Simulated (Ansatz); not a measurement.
# Nb wire along [110], 4 atoms a period: bands by functional and under strain, part 2 of 2

Wanted: the relaxed geometry and the bands of the Nb wire along [110], 4 atoms a period.

Ansatz 0.2.0; DFT PBE, plane waves, PAW; relaxation of a wire's period (the session's first sound run).

So far, band gap (eV): step 3 (bands of the perfect wire, PBE) 0.147; step 4 (levels at the same atoms, level LDA, cutoff 420 eV, LDA PBE) 0.135; step 5 (another level of theory, level PBEsol, cutoff 420 eV, PBEsol PBE) 0.149; step 6 (levels at the same atoms, level r2SCAN, cutoff 500 eV, r2SCAN PBE) 0.215; step 8 (two-component spinors, PBE spin-orbit) 0.147.

### 9. At a strained period, period over the relaxed period 0.97, k-mesh 1×1×20 (continued)

The steps of the relaxation:

| step | energy less that of the first step (eV) | largest force component (eV/Å) |
| --- | --- | --- |
| 1 | 0.0000 | 0.3322 |
| 2 | 0.0134 | 0.4345 |
| 3 | -0.0150 | 0.0313 |
| 4 | -0.0152 | 0.0171 |

Relaxation step 2 was tried and not accepted.

The run keeps the 8 symmetry operations that it works with, so distortions that break them were not tested.

The atoms that moved most (Å):

| atom | dx | dy | dz | length |
| --- | --- | --- | --- | --- |
| Nb1 | -0.014 | -0.010 | 0.000 | 0.017 |
| Nb2 | 0.014 | 0.010 | 0.000 | 0.017 |
| Nb3 | -0.014 | 0.010 | 0.000 | 0.017 |
| Nb4 | 0.014 | -0.010 | 0.000 | 0.017 |

The relaxed structure:

```xyz
4
Lattice="8.4550 0.0000 0.0000 0.0000 9.1410 0.0000 0.0000 0.0000 3.0659" Properties=species:S:1:pos:R:3
Nb    3.1634    3.5113    0.0000
Nb    5.2916    5.6293    0.0000
Nb    3.1634    5.6293    1.5329
Nb    5.2916    3.5113    1.5329
```

This step gave:

- energy at zero smearing: -18202.0721 eV
- band gap: 0 eV

The electronic bands at the labelled points (eV, zero at the Fermi level):

| point | band 23 | band 24 | band 25 | band 26 | band 27 | band 28 | band 29 | band 30 |
| --- | --- | --- | --- | --- | --- | --- | --- | --- |
| Γ | -0.71 | -0.67 | -0.54 | -0.36 | 0.40 | 0.43 | 0.56 | 0.60 |
| halfway | -1.72 | -1.66 | -1.43 | -0.36 | 0.07 | 0.13 | 0.67 | 1.00 |
| Z | -1.60 | -1.60 | 0.01 | 0.01 | 1.04 | 1.04 | 1.37 | 1.37 |

Bands cross the Fermi level, where there was a gap of 0.147 eV under PBE at the relaxed period.

### 10. At a strained period, period over the relaxed period 1.03, k-mesh 1×1×19

The period is set to 1.03 times the relaxed one and the atoms relax within it: strain changes bond lengths and angles, which shifts the bands against each other. Against the first PBE run of this kind, the mesh along the wire has 19 points against 26.

The cell differs from the one that the last finished run ended in (c 3.066 → 3.256 Å).

The input, input.yaml:

```yaml
crystal:
  lattice:
    - [8.455, 0.0, 0.0]
    - [0.0, 9.141, 0.0]
    - [0.0, 0.0, 3.2555263366]
  atoms:
    - { symbol: Nb, position: [0.375784888, 0.385169866, 0.0] }
    - { symbol: Nb, position: [0.624215112, 0.614778, 0.0] }
    - { symbol: Nb, position: [0.375784888, 0.614778, 0.5] }
    - { symbol: Nb, position: [0.624215112, 0.385169866, 0.5] }
kpoints:
  mp_grid: { grid: [1, 1, 19] }
  band_path: { path: ["Γ", Z], npoints: 50 }
scf:
  occupations: { method: fermi_dirac, width: 0.05 }
hamiltonian:
  xc: pbe
relax:
  max_steps: 40
  f_tol: 0.02
output:
  stress: true
```

Command:

```
> ansatz run input.yaml --threads 8 --pin off --max-ram 16384MiB --backend cpu --events-out ev --progress --plain --runs-dir out
```

It took 2 s on 8 threads of AMD EPYC 9B45 (Zen 5), shared host; peak memory 0.79 GiB; 13 s of CPU time.

Step by step:

| step | energy less that of the first step (eV) | largest force component (eV/Å) |
| --- | --- | --- |
| 1 | 0.0000 | 0.2482 |
| 2 | 0.0387 | 0.5984 |
| 3 | -0.0092 | 0.0211 |
| 4 | -0.0093 | 0.0019 |

Relaxation step 2 was tried and not accepted.

The run keeps the 8 symmetry operations that it works with, so distortions that break them were not tested.

The atoms that moved most (Å):

| atom | dx | dy | dz | length |
| --- | --- | --- | --- | --- |
| Nb1 | 0.009 | 0.010 | 0.000 | 0.013 |
| Nb2 | -0.009 | -0.010 | 0.000 | 0.013 |
| Nb3 | 0.009 | -0.010 | 0.000 | 0.013 |
| Nb4 | -0.009 | 0.010 | 0.000 | 0.013 |

The relaxed structure:

```xyz
4
Lattice="8.4550 0.0000 0.0000 0.0000 9.1410 0.0000 0.0000 0.0000 3.2555" Properties=species:S:1:pos:R:3
Nb    3.1862    3.5304    0.0000
Nb    5.2688    5.6101    0.0000
Nb    3.1862    5.6101    1.6278
Nb    5.2688    3.5304    1.6278
```

This step gave:

| Item | Value |
| --- | --- |
| energy at zero smearing | -18202.0709 eV |
| band gap | 0.1364 eV |

The gap is 0.136 eV, against 0.147 eV under PBE at the relaxed period.

### 11. A repeat with changed settings: scf.n_extra_bands = 8

This step: DFT LDA, plane waves, PAW; bands of a perfect wire at the PBE geometry; changed: scf.n_extra_bands = 8 (Ansatz 0.2.0).

The atoms of the band run (LDA) are kept and the input is varied, to see whether the result depends on it.

input.yaml, as its differences from that of step 10:

```diff
@@ -4,3 +4,3 @@
     - [0.0, 9.141, 0.0]
-    - [0.0, 0.0, 3.2555263366]
+    - [0.0, 0.0, 3.1607051812]
   atoms:
@@ -15,8 +15,4 @@
   occupations: { method: fermi_dirac, width: 0.05 }
+  n_extra_bands: 8
 hamiltonian:
-  xc: pbe
-relax:
-  max_steps: 40
-  f_tol: 0.02
-output:
-  stress: true
+  xc: lda
```

Elapsed: 0.88 s, on 8 threads; peak memory 0.75 GiB; 5.7 s of CPU time.

Numbers from this step:

* energy at zero smearing: -17762.2883 eV
* band gap: 0.1351 eV

It took 0.88 s against 0.97 s for the run it varies.

The band gap stays within 0.2 % plus 0.001 of the run it varies.

Against step 4 (now other band count), the band gap stays at 0.135 eV.

### 12. The same system on other settings

This step: DFT LDA, plane waves, PAW; bands of a perfect wire at the PBE geometry; changed: scf.occupations.method = "methfessel_paxton", scf.occupations.width = 0.2 (Ansatz 0.2.0).

input.yaml, as its differences from that of step 11:

```diff
@@ -14,4 +14,3 @@
 scf:
-  occupations: { method: fermi_dirac, width: 0.05 }
-  n_extra_bands: 8
+  occupations: { method: methfessel_paxton, width: 0.2 }
 hamiltonian:
```

Run time: 0.86 s. Hardware: 8 threads; peak memory 0.72 GiB.

Residual by cycle:

cycle, log10 residual and a bar from the least value:
```
        1       -1.0 ##############################
        2       -1.8 ##########################
        3       -2.5 ########################
        4       -3.3 ####################
        5       -4.6 ###############
        6       -5.3 ###########
        7       -6.7 #####
        8       -8.0
```

The run finished with changed settings (scf.occupations.method = "methfessel_paxton" and scf.occupations.width = 0.2); it serves as a test.

### 13. Results

| Item | Value |
| --- | --- |
| cell length, PBE | 3.161 Å |
| conductance, PBE | 0.284 G₀ |
| gap, PBE | 0.147 eV |
| gap, LDA | 0.135 eV |
| gap, PBEsol | 0.149 eV |
| gap, r2SCAN | 0.215 eV |
| gap, with spin-orbit coupling | 0.147 eV |
| gap, period scaled by 0.97 | none |
| gap, period scaled by 1.03 | 0.136 eV |

In words: Under PBE the cell's length is 3.16 Å, and a gap of 0.15 eV makes it a semiconductor. A perfect wire passes every open channel, so the conductance counts half a G₀ for each forward-moving state at the Fermi level, spin by spin; the value here is no such multiple, since a band edge lies within the thermal window. At the relaxed period the wire is gapped under every functional, from 0.14 eV (LDA) to 0.22 eV (r2SCAN). Weak screening in one dimension makes quasiparticle gaps larger than the semilocal gaps, as a rule. Strain matters: under PBE the gap goes from 0.15 eV to 0 eV at 0.97 times the period and 0.136 eV at 1.03 times the period. Transport is coherent and elastic here: the atoms are frozen, so scattering by vibrations plays no part. Where the gap is under about 0.35 eV, the smearing of 0.05 eV partly fills the band edges in the SCF.

[Logs are printed without paths, hosts, clocks, repeated set-up lines and the standing remarks that a program may print on its own settings, such as how far it seeks lower states.]

[Hosts, paths, dates, database ids (printed as entryN), source tags and the programs' standing remarks are cut or masked in the printed files.]
